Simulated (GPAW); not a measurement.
**A GW chain in GPAW: BaMg2Sb2 (P-3m1)**

How does a plane-wave GW calculation on BaMg2Sb2 (P-3m1) run from the first input to the gap?

Main program and level: GPAW 26.7.0; LDA and many-body steps on it, plane waves.

## Step 1: Starting point

Symmetry: P-3m1, No. 164, trigonal system. The conventional cell has a = 4.770 Å, b = 4.770 Å, c = 8.100 Å, α = 90.00°, β = 90.00°, γ = 120.00°. Nearest to Ba lie 6 Sb at 3.51 Å. Nearest to Mg lie 4 Sb at 2.89 Å. Sb has 4 Mg at 2.89 Å and 3 Ba at 3.51 Å nearest. Farther neighbours are not listed.

The cell and positions come from the Crystallography Open Database and are kept as given unless a step says otherwise. Spin-orbit coupling is left out unless a step names it.

## Step 2: Ground state

This step: GPAW 26.7.0; DFT, LDA, plane waves, PAW.

The ground-state density comes first.

Contents of run.py:

```python
import json
import numpy as np
from gpaw.mpi import world
from ase import Atoms
from gpaw import GPAW, PW, FermiDirac

atoms = Atoms(['Ba', 'Mg', 'Mg', 'Sb', 'Sb'],
    cell=[[4.7700000000, 0.0000000000, 0.0000000000],
      [-2.3850000000, 4.1309411761, 0.0000000000],
      [0.0000000000, 0.0000000000, 8.1000000000]],
    scaled_positions=[[0.0000000000, 0.0000000000, 0.0000000000],
      [0.3333333333, 0.6666666667, 0.6247000000],
      [0.6666666667, 0.3333333333, 0.3753000000],
      [0.3333333333, 0.6666666667, 0.2680000000],
      [0.6666666667, 0.3333333333, 0.7320000000]],
    pbc=(True, True, True))
calc = GPAW(mode=PW(450),
    xc='LDA',
    kpts={'size': (6, 6, 4), 'gamma': True},
    occupations=FermiDirac(0.001),
    nbands=-8,
    convergence={'density': 1e-6, 'bands': -3},
    maxiter=100,
    txt='gs.txt')
atoms.calc = calc
res = {'energy': atoms.get_potential_energy()}
kpts = calc.get_ibz_k_points()
res['kpts'] = kpts
res['eigenvalues'] = [calc.get_eigenvalues(kpt=k) for k in range(len(kpts))]
res['n_electrons'] = calc.get_number_of_electrons()
calc.write('gs.gpw')

if world.rank == 0:
    with open('result.json', 'w') as f:
        json.dump(res, f, default=lambda x: x.tolist())
```

On the command line:

```bash
mpirun -n 4 gpaw python run.py
```

Numbers of over 12 decimals in the logs are rounded to 6 here.

The log of the run:

```text
__  _  _
 | _ |_)|_||  |
 |__||  | ||/\| - 26.7.0

Input parameters:
  mode=PW(ecut=450.000000),
  convergence={'density': 1e-06, 'bands': -3},
  kpts=MonkhorstPack(size=(6, 6, 4), gamma=True),
  maxiter=100,
  nbands=-8,
  occupations=Occupations(name='fermi-dirac', width=0.001, fixmagmom=False),
  xc=XC(name='LDA')
  [... matrices ...]
Diagonalizing LCAO Hamiltonian
Converting LCAO to pw mode

              Sb
         Mg

         Sb   Mg

       Ba

Atoms  # Å, Bohr magnetons
|   | symbol |         x |        y |        z |    initial magnetic moments |
| 0 |     Ba |  0.000000 | 0.000000 | 0.000000 | ( 0.0000,  0.0000,  0.0000) |
| 1 |     Mg | -0.000000 | 2.753961 | 5.060070 | ( 0.0000,  0.0000,  0.0000) |
| 2 |     Mg |  2.385000 | 1.376980 | 3.039930 | ( 0.0000,  0.0000,  0.0000) |
| 3 |     Sb | -0.000000 | 2.753961 | 2.170800 | ( 0.0000,  0.0000,  0.0000) |
| 4 |     Sb |  2.385000 | 1.376980 | 5.929200 | ( 0.0000,  0.0000,  0.0000) |

Unit cell  # Å
| periodic |         x |        y |        z |  lengths |     angles |
|      yes |  4.770000 | 0.000000 | 0.000000 | 4.770000 |  90.000000 |
|      yes | -2.385000 | 4.130941 | 0.000000 | 4.770000 |  90.000000 |
|      yes |  0.000000 | 0.000000 | 8.100000 | 8.100000 | 120.000000 |

Number of symmetries: 12
Symmetry operations  # r_c * U_cc + t_c -> r_c
|    | kind |            matrix            |
|  0 |  σ   |  1, 1, 0,  0,-1, 0,  0, 0, 1 |
|  1 |  S6  |  1, 1, 0, -1, 0, 0,  0, 0,-1 |
|  2 |  E   |  1, 0, 0,  0, 1, 0,  0, 0, 1 |
|  3 |  C2  |  1, 0, 0, -1,-1, 0,  0, 0,-1 |
|  4 |  C2  |  0, 1, 0,  1, 0, 0,  0, 0,-1 |
|  5 |  C3  |  0, 1, 0, -1,-1, 0,  0, 0, 1 |
|  6 |  S6  |  0,-1, 0,  1, 1, 0,  0, 0,-1 |
|  7 |  σ   |  0,-1, 0, -1, 0, 0,  0, 0, 1 |
|  8 |  σ   | -1, 0, 0,  1, 1, 0,  0, 0, 1 |
|  9 |  i   | -1, 0, 0,  0,-1, 0,  0, 0,-1 |
| 10 |  C3  | -1,-1, 0,  1, 0, 0,  0, 0, 1 |
| 11 |  C2  | -1,-1, 0,  0, 1, 0,  0, 0,-1 |

BZ-sampling:
  Number of BZ points: 144
  Number of IBZ points: 24

  Monkhorst-Pack size: [6, 6, 4]
  Monkhorst-Pack shift: [0.083333, 0.083333, 0.125]

K-points  # in reciprocal-cell coordinates
|     |                                coordinates |     weight |
|   0 | (  0.00000000,   0.00000000,   0.00000000) | 0.00694444 |
|   1 | (  0.00000000,   0.00000000,   0.25000000) | 0.01388889 |
|   2 | (  0.00000000,   0.00000000,   0.50000000) | 0.00694444 |
|   3 | (  0.16666667,   0.00000000,  -0.25000000) | 0.04166667 |
|   4 | (  0.16666667,   0.00000000,   0.00000000) | 0.04166667 |
|   5 | (  0.16666667,   0.00000000,   0.25000000) | 0.04166667 |
|   6 | (  0.16666667,   0.00000000,   0.50000000) | 0.04166667 |
|   7 | (  0.33333333,  -0.16666667,   0.00000000) | 0.04166667 |
|   8 | (  0.33333333,  -0.16666667,   0.25000000) | 0.08333333 |
|   9 | (  0.33333333,  -0.16666667,   0.50000000) | 0.04166667 |
| ... |                                            |            |
|  23 | (  0.50000000,   0.50000000,   0.50000000) | 0.02083333 |

Plane wave coefficients: 3486
Cutoff: 450.000000 eV

Spin-components: 1 (collinear spins)
Bands:           38
Projectors:      28
Spin-degeneracy: 2
Datatype:        complex128

  Storage: CPU
  Wave functions: 50_590_464 bytes (12_647_616 per core)
  Projectors: 41_271_168 bytes (10_317_792 per core)
  [... matrices ...]
Parallelization:
  kpt:    4
  domain: 1
  band:   1

Density:
  Valence electrons: 60.0
  Components: 1
  Grid points: [24 24 40]
  Charge: 0.0  # |e|

Potential:
  Grid points: [24 24 40]

species:
  Ba:
    name:    Barium
    Z:       56.0
    valence: 10
    core:    46
    charge:  0.0  # [|e|]
    compensation charges:
      type: gauss
      rc: 0.37  # [Å]
      lmax: 2
    cutoffs:
      filter: 2.06  # [Å]
      core: 2.33  # [Å]
    projectors
    | kind |    occ | energy [eV] | rcut [Å] |
    |   5s |  2.000 |     -33.774 |    1.164 |
    |   6s |  2.000 |      -3.346 |    1.164 |
    |   5p |  6.000 |     -18.813 |    1.164 |
    |    p |        |       0.000 |    1.164 |
    |    d |        |       0.000 |    1.164 |
    |    d |        |      27.211 |    1.164 |

    Using partial waves for Ba as LCAO basis

  Mg:
    name:    Magnesium
    Z:       12.0
    valence: 10
    core:    2
    charge:  0.0  # [|e|]
    compensation charges:
      type: gauss
      rc: 0.33  # [Å]
      lmax: 2
    cutoffs:
      filter: 1.86  # [Å]
      core: 0.54  # [Å]
    projectors
    | kind |    occ | energy [eV] | rcut [Å] |
    |   2s |  2.000 |     -79.291 |    1.090 |
    |   3s |  2.000 |      -4.782 |    1.090 |
    |   2p |  6.000 |     -46.725 |    1.085 |
    |   3p |  0.000 |      -1.374 |    1.085 |
    |    d |        |       0.000 |    1.037 |

    Using partial waves for Mg as LCAO basis

  Sb:
    name:    Antimony
    Z:       51.0
    valence: 15
    core:    36
    charge:  0.0  # [|e|]
    compensation charges:
      type: gauss
      rc: 0.36  # [Å]
      lmax: 2
    cutoffs:
      filter: 2.23  # [Å]
      core: 2.23  # [Å]
    projectors
    | kind |    occ | energy [eV] | rcut [Å] |
    |   5s |  2.000 |     -13.069 |    1.154 |
    |   5p |  3.000 |      -4.994 |    1.233 |
    |   4d | 10.000 |     -33.564 |    1.196 |
    |    s |        |      14.142 |    1.154 |
    |    p |        |      22.217 |    1.233 |
    |    d |        |      -6.353 |    1.196 |

    Using partial waves for Sb as LCAO basis

Reference energy: -584227.106198  # eV

eigensolver:
  PPCG
  Converge bands: -3
  niter=2

density mixing:
  MSR1-Mixer
  Pratt-step length: 0.05
  Maximum mixing coefficient: 0.75
  Old densities: 10
  SVD Regularization: 0.005
  Good broyden scale: 1.0
  Trust region scale: 1.0
  Backstep threshold: 4.0
  History deletion threshold: 6.0
  Fourier metric: weight=20.0, sigma=0.015

occupation numbers:
  Fermi-Dirac:
    width: 0.0010  # eV

poisson solver:
  ecut: 3600.000000  # eV

xc functional:
  name: None

Initialization done in: 2.350 s

convergence criteria:
- Maximum integral of absolute [dens]ity change: 1e-06 electrons / valence electron
- Maximum [total energy] change in last 3 cyles: 0.0005 eV / valence electron
- Maximum integral of absolute [eigenst]ate change: 4e-08 eV^2 / valence electron
maximum number of iterations: 100

SCF iterations
|iter     |     time |      energy | eigst |  dens |
|iter:   1|  |  -20.615803 | +1.26 |       |
|iter:   2|  |  -20.609320 | +0.57 | -1.30 |
|iter:   3|  |  -20.901409 | +0.11 | -1.34 |
|iter:   4|  |  -20.147246 | +0.23 | -1.49 |
|iter:   5|  |  -20.135432 | -0.53 | -1.88 |
|iter:   6|  |  -20.135600c| -0.97 | -2.30 |
|iter:   7|  |  -20.135620c| -1.23 | -3.01 |
|iter:   8|  |  -20.135620c| -1.44 | -3.67 |
|iter:   9|  |  -20.135620c| -1.39 | -4.29 |
|iter:  10|  |  -20.135620c| -1.62 | -4.96 |
|iter:  11|  |  -20.135620c| -1.94 | -5.59 |
|iter:  12|  |  -20.135620c| -2.20 | -6.37c|
|iter:  13|  |  -20.135620c| -2.44 | -6.68c|
|iter:  14|  |  -20.135620c| -2.61 | -7.45c|
|iter:  15|  |  -20.135620c| -2.80 | -8.10c|
|iter:  16|  |  -20.135620c| -2.96 | -8.61c|
|iter:  17|  |  -20.135620c| -3.13 | -8.97c|
|iter:  18|  |  -20.135620c| -3.26 | -9.58c|
|iter:  19|  |  -20.135620c| -3.40 |-10.15c|
|iter:  20|  |  -20.135620c| -3.50 |-10.60c|
|iter:  21|  |  -20.135620c| -3.63 |-11.20c|
|iter:  22|  |  -20.135620c| -3.72 |-11.83c|
|iter:  23|  |  -20.135620c| -3.83 |-12.59c|
|iter:  24|  |  -20.135620c| -3.92 |-12.93c|
|iter:  25|  |  -20.135620c| -4.02 |-13.24c|
|iter:  26|  |  -20.135620c| -4.11 |-13.68c|
|iter:  27|  |  -20.135620c| -4.16 |-13.90c|
|iter:  28|  |  -20.135620c| -4.25 |-14.02c|
[...]
|iter:  45|  |  -20.135620c| -5.75 |-15.19c|
|iter:  46|  |  -20.135620c| -6.02 |-15.20c|
|iter:  47|  |  -20.135620c| -5.71 |-15.23c|
|iter:  48|  |  -20.135620c| -6.45 |-15.32c|
|iter:  49|  |  -20.135620c| -7.08 |-15.40c|
|iter:  50|  |  -20.135620c| -7.44c|-15.29c|

Converged in 50 steps
SCF loop duration: 90.214 s (1.804 s/step)
Energy contributions relative to reference atoms: (reference = -584227.106198)
  [... matrices ...]
Energy contributions:
  Kinetic:          -2.427537
  Coulomb:           4.724128
  Zero:              0.277564
  External:          0.000000
  Xc:              -22.709776
  Entropy:          -0.000000
  Spinorbit:         0.000000
  ----------------------------
  Free energy:     -20.135620
  Extrapolated:    -20.135620

dipole moment: (-14.392042, -24.927748, -48.878634)  # |e|*Ang

Fermi level: 5.257
Eigenvalues  # (at kpt = [0.000, 0.000, 0.000])
| band index |      eig [eV] | occ [0-2] |
|          0 |       -70.633 |     2.000 |
|        ... |               |           |
|         22 |        -4.664 |     2.000 |
|         23 |        -3.652 |     2.000 |
|         24 |         1.124 |     2.000 |
|         25 |         3.627 |     2.000 |
|         26 |         3.627 |     2.000 |
|         27 |         4.579 |     2.000 |
|         28 |         4.617 |     2.000 |
|         29 |         4.617 |     2.000 |
|         30 |         6.044 |     0.000 |
|         31 |         6.093 |     0.000 |
|         32 |         6.696 |     0.000 |
|         33 |         7.253 |     0.000 |
|         34 |         7.253 |     0.000 |
|         35 |         7.603 |     0.000 |
|         36 |         7.603 |     0.000 |
|         37 |         8.600 |     0.000 |

Gap: 0.784 eV
Transition (v -> c):
  (s=0, k=0, n=29, [0.00, 0.00, 0.00]) -> (s=0, k=21, n=30, [0.50, 0.50, 0.00])
Direct/indirect transitions are different
Direct gap: 1.427 eV
Transition at: (s=0, k=0, n=29, [0.00, 0.00, 0.00])
# Writing to gs.gpw (mode='')
  [... matrices ...]
```

Elapsed: 95 s, on 4 MPI ranks of Arm Neoverse N1, shared host; peak memory 0.84 GiB; 6.3 min of CPU time.

Numbers from this step:

```
total energy               : -20.14 eV
gap                        : 0.7841 eV
k of the valence top       : 0, 0, 0
k of the conduction bottom : 0.5, 0.5, 0
least direct gap           : 1.427 eV
```

The gap is indirect, with the least direct gap 0.64 eV higher.

## Step 3: Empty states on the mesh, 3×3×2 mesh, 269 bands

The sums over transitions need many empty states on a uniform mesh; this step solves for them.

Contents of run.py:

```python
import json
import numpy as np
from gpaw.mpi import world
from gpaw import GPAW

calc = GPAW('gs.gpw').fixed_density(kpts={'size': (3, 3, 2), 'gamma': True},
    parallel={'domain': 1, 'band': 1},
    txt='nscf.txt')
calc.diagonalize_full_hamiltonian(nbands=269)
calc.write('full.gpw', mode='all')
res = {}
kpts = calc.get_ibz_k_points()
res['kpts'] = kpts
res['eigenvalues'] = [calc.get_eigenvalues(kpt=k) for k in range(len(kpts))]
res['n_electrons'] = calc.get_number_of_electrons()

if world.rank == 0:
    with open('result.json', 'w') as f:
        json.dump(res, f, default=lambda x: x.tolist())
```

On the command line:

```bash
mpirun -n 4 gpaw python run.py
```

The log of the run:

```text
Diagonalizing LCAO Hamiltonian
Converting LCAO to pw mode
convergence criteria:
- Maximum integral of absolute [eigenst]ate change: 4e-08 eV^2 / valence electron
maximum number of iterations: 100

SCF iterations
|iter     |     time |      energy | eigst |  dens |
|iter:   1|  |             | +1.31 |       |
|iter:   2|  |             | +0.70 |       |
|iter:   3|  |             | +0.23 |       |
[...]
|iter:  48|  |             | -4.94 |       |
|iter:  49|  |             | -4.86 |       |
[... further lines of this kind ...]
|iter:  81|  |             | -7.45c|       |
SCF steps: 81
  __  _  _
 | _ |_)|_||  |
 |__||  | ||/\| - 26.7.0

Input parameters:
  mode=PW(ecut=450.000000),
  convergence={'density': 1e-06, 'bands': -3},
  gpts=array([24, 24, 40]),
  kpts=MonkhorstPack(size=(3, 3, 2), gamma=True),
  maxiter=100,
  nbands=38,
  occupations=Occupations(name='fermi-dirac', width=0.001, fixmagmom=False),
  parallel={'domain': 1, 'band': 1},
  xc=XC(name='LDA')
Matrix size: 3467x3467
# Writing to full.gpw (mode='all')
  [... matrices ...]

timing:  # [seconds]
  Total: 113.844  # ━━━━━━━━━━━━━━━━━━━━━━━━━━━━━━━━━━━━━━━━━━━━━━━━━━━━━━━━━
```

It took 2.6 min on 4 MPI ranks; peak memory 4.1 GiB; 10 min of CPU time.

This step gave:

| Quantity | Value |
| --- | --- |
| gap | 1.039 eV |
| k of the valence top | 0, 0, 0 |
| k of the conduction bottom | 0.3333, 0, 0 |
| least direct gap | 1.427 eV |
| k points computed | 6 |
| lowest point of the top converged band, above the valence top | 67.8748 eV |

On this mesh the gap is 1.039 eV. The earlier step found 0.784 eV, so this mesh misses an edge.

(Continued in part 2 of 2.)

[Paths, hosts, dates, memory and timing lines, banners, echoed tables and standing remarks are left out of the program output.]

[Logs are printed without paths, hosts, clocks, repeated set-up lines and the standing remarks that a program may print on its own settings, such as how far it seeks lower states.]

[Runs of the session that timed out or met a known fault of the program may be left out.]

[Hosts, paths, dates, database ids (printed as entryN), source tags and the programs' standing remarks are cut or masked in the printed files.]
